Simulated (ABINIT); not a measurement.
# Quasiparticle gap of SnSe2 (P-3m1) in ABINIT

How does a plane-wave GW calculation on SnSe2 (P-3m1) run from the first input to the gap?

Method: PBE and many-body steps on it, plane waves, in ABINIT 10.8.3.

**Experimental background.**

- Gap 1.21 ± 0.04 eV: quasiparticle gap from STS band edges on large flat area; scanning tunneling spectroscopy, log dI/dV edge fit; 77.6 K; bulk crystal (n-type SnSe2 region of partially converted crystal) (“Lateral heterostructures formed by thermally converting n-type SnSe2 to p-type SnSe”, 2018, arxiv:1804.01202).

- Gap 1 eV: indirect gap from optical absorption (approximate); optical absorption; bulk crystal (quoted in “Lateral heterostructures formed by thermally converting n-type SnSe2 to p-type SnSe”, 2018, arxiv:1804.01202).

- Gap 1.346 eV: direct band-edge excitonic transition extrapolated to 0 K; piezoreflectance, temperature fit; 0 K; bulk crystal (CVT-grown single crystal) (“Temperature Dependent Excitonic Transition Energy and Enhanced Electron-Phonon Coupling in Layered Ternary SnS2-xSex Semiconductors with Fully Tunable Stoichiometry”, 2021, pmc:8069899).

- Gap 1.207 eV: direct band-edge excitonic transition; piezoreflectance; 300 K; bulk crystal (CVT-grown single crystal) (“Temperature Dependent Excitonic Transition Energy and Enhanced Electron-Phonon Coupling in Layered Ternary SnS2-xSex Semiconductors with Fully Tunable Stoichiometry”, 2021, pmc:8069899).

### 1. Starting point

It takes space group P-3m1 (No. 164, trigonal). Conventional cell: a = 3.811 Å, b = 3.811 Å, c = 6.136 Å, α = 90.00°, β = 90.00°, γ = 120.00°. Nearest to Sn lie 6 Se at 2.68 Å. Se has 3 Sn at 2.68 Å nearest. Farther neighbours and most contacts between anions are not listed.

The cell and positions come from the Crystallography Open Database and are kept as given unless a step says otherwise.

### 2. Ground state

This step: ABINIT 10.8.3; DFT, PBE, plane waves, norm-conserving pseudopotentials.

The ground-state density comes first.

File run.abi:

```
acell 3*1.0 Angstrom
rprim 
  3.810999999987 0.000000000003 0.000000000000
  -1.905499999996 3.300422813810 0.000000000000
  0.000000000000 0.000000000000 6.136000000000
ntypat 2
znucl 50 34
natom 3
typat 1 2 2
xred 
  0.000000000000 0.000000000000 0.000000000000
  0.333333333333 0.666666666667 0.249000000000
  0.666666666667 0.333333333333 0.751000000000
pp_dirpath "pseudos"
pseudos "Sn.upf, Se.upf"
ecut 48
ngkpt 6 6 4
nshiftk 1
shiftk 0 0 0
kptopt 1
chksymbreak 0
nband 40
occopt 1
tolvrs 1e-10
nstep 60
prtwf 0
optforces 0
optstress 0
indata_prefix "in"
outdata_prefix "out"
tmpdata_prefix "tmp"
```

Run with:

```sh
$ OMP_NUM_THREADS=1 mpirun -n 8 abinit run.abi > log
```

Numbers of over 12 decimals in the logs are rounded to 6 here.

What it wrote:

```text
.Version 10.8.3 of ABINIT. v10.8.2 released Aug 2026.

 Symmetries : space group P-3 m 1 (#164); Bravais hP (primitive hexag.)
================================================================================
 Values of the parameters that define the memory need of the present run
     intxc =       0    ionmov =       0      iscf =       7    lmnmax =       6
     lnmax =       6     mgfft =      75  mpssoang =       3    mqgrid =    3617
     natom =       3  nloc_mem =       1    nspden =       1   nspinor =       1
    nsppol =       1      nsym =      12    n1xccc =    2501    ntypat =       2
    occopt =       1   xclevel =       2
-    mband =          40        mffmem =           1         mkmem =           3
       mpw =        8310          nfft =      172800          nkpt =          24
================================================================================
  Rough estimation (10% accuracy) of disk space for files :
================================================================================

--------------------------------------------------------------------------------
------------- Echo of variables that govern the present computation ------------
--------------------------------------------------------------------------------
 -outvars: echo values of preprocessed input variables --------
            acell      1.8897261259E+00  1.8897261259E+00  1.8897261259E+00 Bohr

      chksymbreak           0
             ecut      4.80000000E+01 Hartree
-          fftalg         312

              ixc     -101130
              kpt      0.00000000E+00  0.00000000E+00  0.00000000E+00
                       1.66666667E-01  0.00000000E+00  0.00000000E+00
                       3.33333333E-01  0.00000000E+00  0.00000000E+00
                       5.00000000E-01  0.00000000E+00  0.00000000E+00
                       1.66666667E-01  1.66666667E-01  0.00000000E+00
                       3.33333333E-01  1.66666667E-01  0.00000000E+00
                       3.33333333E-01  3.33333333E-01  0.00000000E+00
                       0.00000000E+00  0.00000000E+00  2.50000000E-01
                       1.66666667E-01  0.00000000E+00  2.50000000E-01
   [... 13 further rows ...]
                       3.33333333E-01  1.66666667E-01  5.00000000E-01
                       3.33333333E-01  3.33333333E-01  5.00000000E-01
         kptrlatt        6    0    0      0    6    0      0    0    4
          kptrlen      4.32104776E+01
P           mkmem           3
            natom           3
            nband          40
            ngfft          48      48      75
             nkpt          24
            nstep          60
             nsym          12
           ntypat           2
              occ      2.000000  2.000000  2.000000  2.000000  2.000000  2.000000
                       2.000000  2.000000  2.000000  2.000000  2.000000  2.000000
                       2.000000  2.000000  2.000000  2.000000  2.000000  2.000000
                       2.000000  2.000000  2.000000  2.000000  2.000000  2.000000
                       2.000000  2.000000  2.000000  2.000000  2.000000  2.000000
                       2.000000  2.000000  2.000000  2.000000  2.000000  0.000000
                       0.000000  0.000000  0.000000  0.000000
        optforces           0
        optstress           0
            prtwf           0
            rprim      3.8110000000E+00  3.0000000000E-12  0.0000000000E+00
[...]
spgroup         164

           tolvrs      1.00000000E-10

             xred      0.0000000000E+00  0.0000000000E+00  0.0000000000E+00
[...]
znucl       50.00000   34.00000

================================================================================

 chkinp: Checking input parameters for consistency.

================================================================================
== DATASET  1 ==================================================================
-   mpi_nproc: 8, omp_nthreads: 1 (-1 if OMP is not activated)

--- !DatasetInfo
iteration_state: {dtset: 1, }
dimensions: {natom: 3, nkpt: 24, mband: 40, nsppol: 1, nspinor: 1, nspden: 1, mpw: 8310, }
cutoff_energies: {ecut:  48.0, pawecutdg:  -1.0, }
electrons: {nelect:   7.00000000E+01, charge:   0.00000000E+00, occopt:   1.00000000E+00, tsmear:   1.00000000E-02, }

 Real(R)+Recip(G) space primitive vectors, cartesian coordinates (Bohr,Bohr^-1):
 R(1)=  7.2017463  0.0000000  0.0000000  G(1)=  0.1388552  0.0801681  0.0000000
 R(2)= -3.6008731  6.2368952  0.0000000  G(2)=  0.0000000  0.1603362  0.0000000
 R(3)=  0.0000000  0.0000000 11.5953595  G(3)=  0.0000000  0.0000000  0.0862414
 Unit cell volume ucvol=  5.2082339E+02 bohr^3
 Angles (23,13,12)=  9.00000000E+01  9.00000000E+01  1.20000000E+02 degrees

 getcut: wavevector=  0.0000  0.0000  0.0000  ngfft=  48  48  75
         ecut(hartree)=     48.000   => boxcut(ratio)=   2.04626

--- Pseudopotential description ------------------------------------------------
- Sn Generated using ONCVPSP code by D. R. Hamann
- 50.00000  22.00000  171031                  znucl, zion, pspdat
12 -101130 2 -1 1628                          pspcod,pspxc,lmax,lloc,mmax
     nproj     2     2     2
  pspatm : epsatm=   27.31087254
         --- l  ekb(1:nproj) -->
[...]
pspatm: atomic psp has been read  and splines computed

- Se Generated using ONCVPSP code by D. R. Hamann
- 34.00000  24.00000  171031                  znucl, zion, pspdat
12 -101130 2 -1 1214                          pspcod,pspxc,lmax,lloc,mmax
     nproj     2     2     2
  pspatm : epsatm=   25.39064422
         --- l  ekb(1:nproj) -->
[...]
pspatm: atomic psp has been read  and splines computed

   5.46645127E+03                                ecore*ucvol(ha*bohr**3)
--------------------------------------------------------------------------------

_setup2: Arith. and geom. avg. npw (full set) are    8271.965    8271.953

================================================================================

--- !BeginCycle
iteration_state: {dtset: 1, }
solver: {iscf: 7, nstep: 60, nline: 4, wfoptalg: 0, }
tolerances: {tolvrs: 1.00E-10, }

     iter   Etot(hartree)      deltaE(h)  residm     vres2
 ETOT  1  -894.16323327138    -8.942E+02 1.191E+00 2.258E+02
 ETOT  2  -898.11411757450    -3.951E+00 2.113E-02 1.369E+02
 ETOT  3  -898.12522907450    -1.111E-02 1.248E-02 3.899E+01
 ETOT  4  -898.12694945592    -1.720E-03 2.601E-02 1.056E+01
 ETOT  5  -898.12801655194    -1.067E-03 7.958E-04 6.610E-01
 ETOT  6  -898.12806439652    -4.784E-05 5.887E-05 1.458E-02
 ETOT  7  -898.12806559767    -1.201E-06 1.000E-04 4.229E-04
 ETOT  8  -898.12806563533    -3.766E-08 3.236E-05 7.305E-05
 ETOT  9  -898.12806564093    -5.601E-09 6.002E-05 1.368E-06
 ETOT 10  -898.12806564113    -1.916E-10 1.932E-05 4.205E-08
 ETOT 11  -898.12806564108     4.479E-11 3.580E-05 3.842E-09
 ETOT 12  -898.12806564104     4.184E-11 1.121E-05 7.379E-10
 ETOT 13  -898.12806564102     1.705E-11 2.092E-05 3.838E-11

 At SCF step   13       vres2   =  3.84E-11 < tolvrs=  1.00E-10 =>converged.

--- !ResultsGS
iteration_state: {dtset: 1, }
comment   : Summary of ground state results
lattice_vectors:
- [  7.2017463,   0.0000000,   0.0000000, ]
- [ -3.6008731,   6.2368952,   0.0000000, ]
- [  0.0000000,   0.0000000,  11.5953595, ]
lattice_lengths: [   7.20175,    7.20175,   11.59536, ]
lattice_angles: [ 90.000,  90.000, 120.000, ] # degrees, (23, 13, 12)
lattice_volume:   5.2082339E+02
convergence: {deltae:  1.705E-11, res2:  3.838E-11, residm:  2.092E-05, diffor:  0.000E+00, }
etotal    :  -8.98128066E+02
entropy   :   0.00000000E+00
fermie    :   2.07145501E-01
cartesian_stress_tensor: null
pressure_GPa: null
xred      :
- [  0.0000E+00,   0.0000E+00,   0.0000E+00, Sn]
- [  3.3333E-01,   6.6667E-01,   2.4900E-01, Se]
- [  6.6667E-01,   3.3333E-01,   7.5100E-01, Se]
cartesian_forces: null
force_length_stats: {min: null, max: null, mean: null, }

 Integrated electronic density in atomic spheres:
 ------------------------------------------------
 Atom  Sphere_radius  Integrated_density
[...]
2        2.00000         21.25035250
    3        2.00000         21.25035250
================================================================================

 ----iterations are completed or convergence reached----

 Mean square residual over all n,k,spin=   23.942E-09; max=  20.922E-06
 reduced coordinates (array xred) for    3 atoms
       0.000000000000      0.000000000000      0.000000000000
       0.333333333333      0.666666666667      0.249000000000
       0.666666666667      0.333333333333      0.751000000000
 rms dE/dt=  0.0000E+00; max dE/dt=  0.0000E+00; dE/dt below (all hartree)
    1       0.000000000000      0.000000000000      0.000000000000
    2       0.000000000000      0.000000000000      0.000000000000
    3       0.000000000000      0.000000000000      0.000000000000

 cartesian coordinates (angstrom) at end:
    1      0.000000     0.000000     0.000000
    2     -1.67e-12     2.200282     1.527864
    3      1.905500     1.100141     4.608136
 length scales=  1.889726125908  1.889726125908  1.889726125908 bohr
              =  1.000000000000  1.000000000000  1.000000000000 angstroms
 prteigrs : about to open file out_EIG
 Fermi (or HOMO) energy (hartree) =   0.20715   Average Vxc (hartree)=  -0.36803
 Eigenvalues (hartree) for nkpt=  24  k points:
 kpt#   1, nband= 40, wtk=  0.00694, kpt=  0.0000  0.0000  0.0000 (reduced coord)
  -7.40558   -7.40558   -5.18192   -5.18192   -5.18192   -5.18192   -5.18019   -5.18018
  -4.54362   -2.91858   -2.91858   -2.91848   -1.51382   -1.51382   -1.51381   -1.51381
  -1.51224   -1.51224   -1.51222   -1.51222   -1.51167   -1.51167   -0.57512   -0.57512
  -0.57379   -0.57323   -0.57323   -0.30713   -0.24185   -0.01565    0.18187    0.18187
   0.19291    0.19291    0.20715    0.24756    0.31615    0.37814    0.37814    0.50655
 prteigrs : prtvol=0 or 1, do not print more k-points.

--- !EnergyTerms
iteration_state     : {dtset: 1, }
comment             : Components of total free energy in Hartree
kinetic             :  3.69681859441627E+02
hartree             :  3.69199353145286E+02
xc                  : -8.47663690546012E+01
Ewald energy        : -3.93006523174324E+02
psp_core            :  1.04957867612685E+01
local_psp           : -9.90501329259942E+02
non_local_psp       : -1.79230843500336E+02
total_energy        : -8.98128065641022E+02
total_energy_eV     : -2.44393096925136E+04
band_energy         : -1.54133039098927E+02

== END DATASET(S) ==============================================================
================================================================================

 -outvars: echo values of variables after computation  --------
           etotal     -8.9812806564E+02
            nband          40
             nkpt          24
          spgroup         164
 [... the other variables as echoed above ...]

 Calculation completed.
```

Wall time 51 s (8 MPI ranks of Arm Neoverse V1, shared host); peak memory 0.88 GiB.

This step gave:

```yaml
total_energy: -24439.3097 eV
gap: 0.8191 eV
k_of_the_valence_top: 0, 0, 0
k_of_the_conduction_bottom: 0.5, 0, 0.25
least_direct_gap: 1.100 eV
```

The gap is indirect, with the least direct gap 0.28 eV higher.

(Part 1 of 3 ends here.)

[Paths, hosts, dates, memory and timing lines, banners, echoed tables and standing remarks are left out of the program output.]

[Logs are printed without paths, hosts, clocks, repeated set-up lines and the standing remarks that a program may print on its own settings, such as how far it seeks lower states.]

[Runs of the session that timed out or met a known fault of the program may be left out.]

[No measured gap is set beside runs whose start may be inverted or whose files or cutoffs have a known fault.]

[Hosts, paths, dates, database ids (printed as entryN), source tags and the programs' standing remarks are cut or masked in the printed files.]

[G0W0 gaps are taken among the corrected bands and points alone; a level outside them can change the order at an edge.]

[Where Ansatz stands beside ABINIT at settings called matched, ABINIT's density can come from a denser mesh and the files from another edition; pairs whose starting gaps differed by over 0.03 eV were left out, so agreement reads better than it is.]
